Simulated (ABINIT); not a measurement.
# BN (P6_3mc): bands and cutoff in G0W0 with ABINIT

Aim: raise bands and screening cutoff together for BN (P6_3mc) and follow gap and time.

Method: LDA and many-body steps on it, plane waves, in ABINIT 10.8.3.

Report form: the programs' logs are mostly left out.

The database entry behind the starting cell has ideal inner coordinates that were not refined, so it need not match the best structure at ambient conditions.

**1. Set-up**

The structure is hexagonal, space group P6_3mc (No. 186). Conventional cell: a = 2.536 Å, b = 2.536 Å, c = 4.199 Å, α = 90.00°, β = 90.00°, γ = 120.00°. Nearest to B lie 4 N at 1.56 to 1.57 Å. Nearest to N lie 4 B at 1.56 to 1.57 Å. Farther neighbours and most contacts between anions are not listed.

The cell and positions come from the Crystallography Open Database and are kept as given unless a step says otherwise. This is not the form that BN usually takes at ambient conditions.

**2. Empty states on the mesh, 6×6×4 mesh, 609 bands**

This step: ABINIT 10.8.3; DFT, LDA, plane waves, norm-conserving pseudopotentials.

The sums over transitions need many empty states on a uniform mesh; this step solves for them.

run.abi

```
acell 3*1.0 Angstrom
rprim 
  2.536000000002 -0.000000000000 0.000000000000
  -1.268000000000 2.196240423999 0.000000000000
  0.000000000000 0.000000000000 4.199000000000
ntypat 2
znucl 5 7
natom 4
typat 1 1 2 2
xred 
  0.666666666667 0.333333333333 0.000000000000
  0.333333333333 0.666666666667 0.500000000000
  0.666666666667 0.333333333333 0.375000000000
  0.333333333333 0.666666666667 0.875000000000
pp_dirpath "pseudos"
pseudos "B.upf, N.upf"
ecut 36
ngkpt 6 6 4
nshiftk 1
shiftk 0 0 0
kptopt 1
chksymbreak 0
irdden 1
istwfk *1
nband 609
prtvol 0
optdriver 6
gwr_task "HDIAGO"
paral_kgb 0
occopt 1
indata_prefix "in"
outdata_prefix "out"
tmpdata_prefix "tmp"
```

The run is started by

```bash
> OMP_NUM_THREADS=1 mpirun -n 8 abinit run.abi > log
```

It took 19 s on 8 MPI ranks of Arm Neoverse V1, shared host; peak memory 1.7 GiB.

This step gave:

| Item | Value |
| --- | --- |
| gap | 5.052 eV |
| k of the valence top | 0, 0, 0 |
| k of the conduction bottom | 0.3333, 0.3333, 0 |
| least direct gap | 8.334 eV |
| k points computed | 21 |
| lowest point of the top converged band, above the valence top | 474.8530 eV |

On this mesh the gap is 5.052 eV.

The density comes from a self-consistent run that is not shown.

**3. Screening, 6×6×4 mesh, 125 bands, screening to 203.5 eV**

The RPA dielectric matrix is built and inverted for each q.

This step: RPA screening on LDA, plane waves, norm-conserving pseudopotentials.

run.abi: that of step 2 with these lines changed.

```diff
@@ -22,10 +22,11 @@
 chksymbreak 0
-irdden 1
 istwfk *1
-nband 609
-prtvol 0
-optdriver 6
-gwr_task "HDIAGO"
-paral_kgb 0
 occopt 1
+irdwfk 1
+optdriver 3
+nband 125
+ecuteps 7.48
+inclvkb 2
+awtr 1
+symchi 1
 indata_prefix "in"
```

Run time: 38 s. Hardware: 8 MPI ranks; peak memory 1.3 GiB.

This step gave:

```
ε∞ with local fields, on this mesh, along the program's q direction : 4.395
the same without local fields                                       : 4.739
plasma frequency                                                    : 30.71 eV
plane waves in the screening matrix                                 : 147
```

Local fields lower ε∞ by 7 %. On a Γ-centred mesh this coarse the value itself is usually too large, while a short band sum pulls it down.

**4. 125 bands, 203.5 eV**

The self-energy is evaluated for the states that the input lists, and the levels follow from it, in one-shot runs by the linearised quasiparticle equation.

This step: G0W0 on LDA, plane waves, norm-conserving pseudopotentials.

run.abi: that of step 3 with these lines changed.

```diff
@@ -25,8 +25,25 @@
 irdwfk 1
-optdriver 3
+optdriver 4
 nband 125
+gwcalctyp 0
+ecutsigx 36
+symsigma 1
+nkptgw 6
+kptgw 
+  0.0000000000 0.0000000000 0.0000000000
+  0.3333333333 0.3333333333 0.0000000000
+  0.1666666667 0.0000000000 0.0000000000
+  0.5000000000 0.0000000000 0.0000000000
+  0.0000000000 0.0000000000 0.5000000000
+  0.5000000000 0.0000000000 0.5000000000
+bdgw 
+  7 10
+  7 11
+  7 10
+  7 10
+  5 10
+  7 10
 ecuteps 7.48
-inclvkb 2
-awtr 1
-symchi 1
+irdscr 1
+ppmodel 1
 indata_prefix "in"
```

The job ended after 19 s (8 MPI ranks; peak memory 1.2 GiB; 2.5 min of CPU time).

This step gave:

```
G0W0 gap on the mesh                         : 6.913 eV
starting gap on the mesh                     : 5.052 eV
k of the valence top                         : 0, 0, 0
k of the conduction bottom                   : 0.3333, 0.3333, 0
Z at the valence top                         : 0.827
Z at the conduction bottom                   : 0.858
least direct G0W0 gap on the computed points : 10.34 eV
```

The gap on the mesh goes from 5.05 eV to 6.91 eV, a correction of +1.86 eV.

**5. Screening, 6×6×4 mesh, 187 bands, screening to 269.4 eV**

This step: RPA screening on LDA, plane waves, norm-conserving pseudopotentials.

run.abi

```
acell 3*1.0 Angstrom
rprim 
  2.536000000002 -0.000000000000 0.000000000000
  -1.268000000000 2.196240423999 0.000000000000
  0.000000000000 0.000000000000 4.199000000000
ntypat 2
znucl 5 7
natom 4
typat 1 1 2 2
xred 
  0.666666666667 0.333333333333 0.000000000000
  0.333333333333 0.666666666667 0.500000000000
  0.666666666667 0.333333333333 0.375000000000
  0.333333333333 0.666666666667 0.875000000000
pp_dirpath "pseudos"
pseudos "B.upf, N.upf"
ecut 36
ngkpt 6 6 4
nshiftk 1
shiftk 0 0 0
kptopt 1
chksymbreak 0
istwfk *1
occopt 1
irdwfk 1
optdriver 3
nband 187
ecuteps 9.9
inclvkb 2
awtr 1
symchi 1
indata_prefix "in"
outdata_prefix "out"
tmpdata_prefix "tmp"
```

The job ended after 1.8 min (8 MPI ranks; peak memory 1.7 GiB; 14 min of CPU time).

This step gave:

```yaml
eps_infinity_with_local_fields_on_this_mesh_along_the_program_s_q_direction: 4.389
the_same_without_local_fields: 4.739
plasma_frequency: 30.71 eV
plane_waves_in_the_screening_matrix: 245
```

**6. 187 bands, 269.4 eV**

This step: G0W0 on LDA, plane waves, norm-conserving pseudopotentials.

run.abi: that of step 5 with these lines changed.

```diff
@@ -25,8 +25,25 @@
 irdwfk 1
-optdriver 3
+optdriver 4
 nband 187
+gwcalctyp 0
+ecutsigx 36
+symsigma 1
+nkptgw 6
+kptgw 
+  0.0000000000 0.0000000000 0.0000000000
+  0.3333333333 0.3333333333 0.0000000000
+  0.1666666667 0.0000000000 0.0000000000
+  0.5000000000 0.0000000000 0.0000000000
+  0.0000000000 0.0000000000 0.5000000000
+  0.5000000000 0.0000000000 0.5000000000
+bdgw 
+  7 10
+  7 11
+  7 10
+  7 10
+  5 10
+  7 10
 ecuteps 9.9
-inclvkb 2
-awtr 1
-symchi 1
+irdscr 1
+ppmodel 1
 indata_prefix "in"
```

Run time: 67 s. Hardware: 8 MPI ranks; peak memory 2 GiB; 8.9 min of CPU time.

This step gave:

```
G0W0 gap on the mesh                         : 7.005 eV
starting gap on the mesh                     : 5.052 eV
k of the valence top                         : 0, 0, 0
k of the conduction bottom                   : 0.3333, 0.3333, 0
Z at the valence top                         : 0.825
Z at the conduction bottom                   : 0.858
least direct G0W0 gap on the computed points : 10.40 eV
```

Against G0W0 in ABINIT (6×6×4 mesh, 125 bands, screening to 203.5 eV, Godby-Needs plasmon pole), the gap moves by +0.092 eV.

**7. Screening, 6×6×4 mesh, 283 bands, screening to 359.2 eV**

This step: RPA screening on LDA, plane waves, norm-conserving pseudopotentials.

run.abi

```
acell 3*1.0 Angstrom
rprim 
  2.536000000002 -0.000000000000 0.000000000000
  -1.268000000000 2.196240423999 0.000000000000
  0.000000000000 0.000000000000 4.199000000000
ntypat 2
znucl 5 7
natom 4
typat 1 1 2 2
xred 
  0.666666666667 0.333333333333 0.000000000000
  0.333333333333 0.666666666667 0.500000000000
  0.666666666667 0.333333333333 0.375000000000
  0.333333333333 0.666666666667 0.875000000000
pp_dirpath "pseudos"
pseudos "B.upf, N.upf"
ecut 36
ngkpt 6 6 4
nshiftk 1
shiftk 0 0 0
kptopt 1
chksymbreak 0
istwfk *1
occopt 1
irdwfk 1
optdriver 3
nband 283
ecuteps 13.2
inclvkb 2
awtr 1
symchi 1
indata_prefix "in"
outdata_prefix "out"
tmpdata_prefix "tmp"
```

Elapsed: 4.3 min, on 8 MPI ranks; peak memory 2.3 GiB; 34 min of CPU time.

Numbers from this step:

```yaml
eps_infinity_with_local_fields_on_this_mesh_along_the_program_s_q_direction: 4.387
the_same_without_local_fields: 4.739
plasma_frequency: 30.71 eV
plane_waves_in_the_screening_matrix: 373
```

**8. 283 bands, 359.2 eV**

This step: G0W0 on LDA, plane waves, norm-conserving pseudopotentials.

run.abi: that of step 7 with these lines changed.

```diff
@@ -25,8 +25,25 @@
 irdwfk 1
-optdriver 3
+optdriver 4
 nband 283
+gwcalctyp 0
+ecutsigx 36
+symsigma 1
+nkptgw 6
+kptgw 
+  0.0000000000 0.0000000000 0.0000000000
+  0.3333333333 0.3333333333 0.0000000000
+  0.1666666667 0.0000000000 0.0000000000
+  0.5000000000 0.0000000000 0.0000000000
+  0.0000000000 0.0000000000 0.5000000000
+  0.5000000000 0.0000000000 0.5000000000
+bdgw 
+  7 10
+  7 11
+  7 10
+  7 10
+  5 10
+  7 10
 ecuteps 13.2
-inclvkb 2
-awtr 1
-symchi 1
+irdscr 1
+ppmodel 1
 indata_prefix "in"
```

The job ended after 3.6 min (8 MPI ranks; peak memory 3.2 GiB).

This step gave:

```
G0W0 gap on the mesh                         : 7.067 eV
starting gap on the mesh                     : 5.052 eV
k of the valence top                         : 0, 0, 0
k of the conduction bottom                   : 0.3333, 0.3333, 0
least direct G0W0 gap on the computed points : 10.45 eV
```

Against G0W0 in ABINIT (6×6×4 mesh, 187 bands, screening to 269.4 eV, Godby-Needs plasmon pole), the gap moves by +0.062 eV.

**9. Screening, 6×6×4 mesh, 417 bands, screening to 466.9 eV**

This step: RPA screening on LDA, plane waves, norm-conserving pseudopotentials.

run.abi

```
acell 3*1.0 Angstrom
rprim 
  2.536000000002 -0.000000000000 0.000000000000
  -1.268000000000 2.196240423999 0.000000000000
  0.000000000000 0.000000000000 4.199000000000
ntypat 2
znucl 5 7
natom 4
typat 1 1 2 2
xred 
  0.666666666667 0.333333333333 0.000000000000
  0.333333333333 0.666666666667 0.500000000000
  0.666666666667 0.333333333333 0.375000000000
  0.333333333333 0.666666666667 0.875000000000
pp_dirpath "pseudos"
pseudos "B.upf, N.upf"
ecut 36
ngkpt 6 6 4
nshiftk 1
shiftk 0 0 0
kptopt 1
chksymbreak 0
istwfk *1
occopt 1
irdwfk 1
optdriver 3
nband 417
ecuteps 17.16
inclvkb 2
awtr 1
symchi 1
indata_prefix "in"
outdata_prefix "out"
tmpdata_prefix "tmp"
```

Elapsed: 12 min, on 8 MPI ranks; peak memory 3.8 GiB.

This step gave:

```
ε∞ with local fields, on this mesh, along the program's q direction : 4.385
the same without local fields                                       : 4.739
plasma frequency                                                    : 30.71 eV
plane waves in the screening matrix                                 : 549
```

**10. 417 bands, 466.9 eV**

This step: G0W0 on LDA, plane waves, norm-conserving pseudopotentials.

run.abi: that of step 9 with these lines changed.

```diff
@@ -25,8 +25,25 @@
 irdwfk 1
-optdriver 3
+optdriver 4
 nband 417
+gwcalctyp 0
+ecutsigx 36
+symsigma 1
+nkptgw 6
+kptgw 
+  0.0000000000 0.0000000000 0.0000000000
+  0.3333333333 0.3333333333 0.0000000000
+  0.1666666667 0.0000000000 0.0000000000
+  0.5000000000 0.0000000000 0.0000000000
+  0.0000000000 0.0000000000 0.5000000000
+  0.5000000000 0.0000000000 0.5000000000
+bdgw 
+  7 10
+  7 11
+  7 10
+  7 10
+  5 10
+  7 10
 ecuteps 17.16
-inclvkb 2
-awtr 1
-symchi 1
+irdscr 1
+ppmodel 1
 indata_prefix "in"
```

Elapsed: 11 min, on 8 MPI ranks; peak memory 5.8 GiB; 90 min of CPU time.

This step gave:

* G0W0 gap on the mesh: 7.107 eV
* starting gap on the mesh: 5.052 eV
* k of the valence top: 0, 0, 0
* k of the conduction bottom: 0.3333, 0.3333, 0
* least direct G0W0 gap on the computed points: 10.47 eV

Against G0W0 in ABINIT (6×6×4 mesh, 283 bands, screening to 359.2 eV, Godby-Needs plasmon pole), the gap moves by +0.040 eV.

**11. Screening, 6×6×4 mesh, 601 bands, screening to 598.7 eV**

This step: RPA screening on LDA, plane waves, norm-conserving pseudopotentials.

run.abi

```
acell 3*1.0 Angstrom
rprim 
  2.536000000002 -0.000000000000 0.000000000000
  -1.268000000000 2.196240423999 0.000000000000
  0.000000000000 0.000000000000 4.199000000000
ntypat 2
znucl 5 7
natom 4
typat 1 1 2 2
xred 
  0.666666666667 0.333333333333 0.000000000000
  0.333333333333 0.666666666667 0.500000000000
  0.666666666667 0.333333333333 0.375000000000
  0.333333333333 0.666666666667 0.875000000000
pp_dirpath "pseudos"
pseudos "B.upf, N.upf"
ecut 36
ngkpt 6 6 4
nshiftk 1
shiftk 0 0 0
kptopt 1
chksymbreak 0
istwfk *1
occopt 1
irdwfk 1
optdriver 3
nband 601
ecuteps 22
inclvkb 2
awtr 1
symchi 1
indata_prefix "in"
outdata_prefix "out"
tmpdata_prefix "tmp"
```

Wall time 34 min (8 MPI ranks); peak memory 5.9 GiB; 4.5 h of CPU time.

Numbers from this step:

```
ε∞ with local fields, on this mesh, along the program's q direction : 4.385
the same without local fields                                       : 4.739
plasma frequency                                                    : 30.71 eV
plane waves in the screening matrix                                 : 761
```

**12. 601 bands, 598.7 eV**

This step: G0W0 on LDA, plane waves, norm-conserving pseudopotentials.

run.abi: that of step 11 with these lines changed.

```diff
@@ -25,8 +25,25 @@
 irdwfk 1
-optdriver 3
+optdriver 4
 nband 601
+gwcalctyp 0
+ecutsigx 36
+symsigma 1
+nkptgw 6
+kptgw 
+  0.0000000000 0.0000000000 0.0000000000
+  0.3333333333 0.3333333333 0.0000000000
+  0.1666666667 0.0000000000 0.0000000000
+  0.5000000000 0.0000000000 0.0000000000
+  0.0000000000 0.0000000000 0.5000000000
+  0.5000000000 0.0000000000 0.5000000000
+bdgw 
+  7 10
+  7 11
+  7 10
+  7 10
+  5 10
+  7 10
 ecuteps 22
-inclvkb 2
-awtr 1
-symchi 1
+irdscr 1
+ppmodel 1
 indata_prefix "in"
```

The job ended after 31 min (8 MPI ranks; peak memory 9.9 GiB).

Numbers from this step:

```yaml
g0w0_gap_on_the_mesh: 7.13 eV
starting_gap_on_the_mesh: 5.052 eV
k_of_the_valence_top: 0, 0, 0
k_of_the_conduction_bottom: 0.3333, 0.3333, 0
least_direct_g0w0_gap_on_the_computed_points: 10.49 eV
```

Against G0W0 in ABINIT (6×6×4 mesh, 417 bands, screening to 466.9 eV, Godby-Needs plasmon pole), the gap moves by +0.023 eV.

**13. Side by side**

Times are wall times on 8 MPI ranks of Arm Neoverse V1, shared host, good to a factor of about two. A run's time includes the screening step that it read.

```tsv
run	mesh	bands	screening cutoff (eV)	DFT gap (eV)	gap on the mesh (eV)	direct (eV)	ε∞ used	time
125 bands, 203.5 eV	6×6×4	125	203.5	5.052	6.913	10.341	4.39	57 s
187 bands, 269.4 eV	6×6×4	187	269.4	5.052	7.005	10.401	4.39	2.9 min
283 bands, 359.2 eV	6×6×4	283	359.2	5.052	7.067	10.445	4.39	7.9 min
417 bands, 466.9 eV	6×6×4	417	466.9	5.052	7.107	10.473	4.39	24 min
601 bands, 598.7 eV	6×6×4	601	598.7	5.052	7.130	10.492	4.38	65 min
```

**14. What came out**

| Item | Value |
| --- | --- |
| 125 bands, 203.5 eV | 6.913 eV |
| 187 bands, 269.4 eV | 7.005 eV |
| 283 bands, 359.2 eV | 7.067 eV |
| 417 bands, 466.9 eV | 7.107 eV |
| 601 bands, 598.7 eV | 7.130 eV |
| known limits | not at the basis limit; coarse k mesh |

What this shows: From the first rung to the last the gap moves by +0.22 eV for 69 times the time. The 6×6×4 mesh is coarse for this cell, which bears on the long-range parts of exchange and screening.

[Paths, hosts, dates, memory and timing lines, banners, echoed tables and standing remarks are left out of the program output.]

[Logs are printed without paths, hosts, clocks, repeated set-up lines and the standing remarks that a program may print on its own settings, such as how far it seeks lower states.]

[Runs of the session that timed out or met a known fault of the program may be left out.]

[Hosts, paths, dates, database ids (printed as entryN), source tags and the programs' standing remarks are cut or masked in the printed files.]

[G0W0 gaps are taken among the corrected bands and points alone; a level outside them can change the order at an edge.]

[Where Ansatz stands beside ABINIT at settings called matched, ABINIT's density can come from a denser mesh and the files from another edition; pairs whose starting gaps differed by over 0.03 eV were left out, so agreement reads better than it is.]
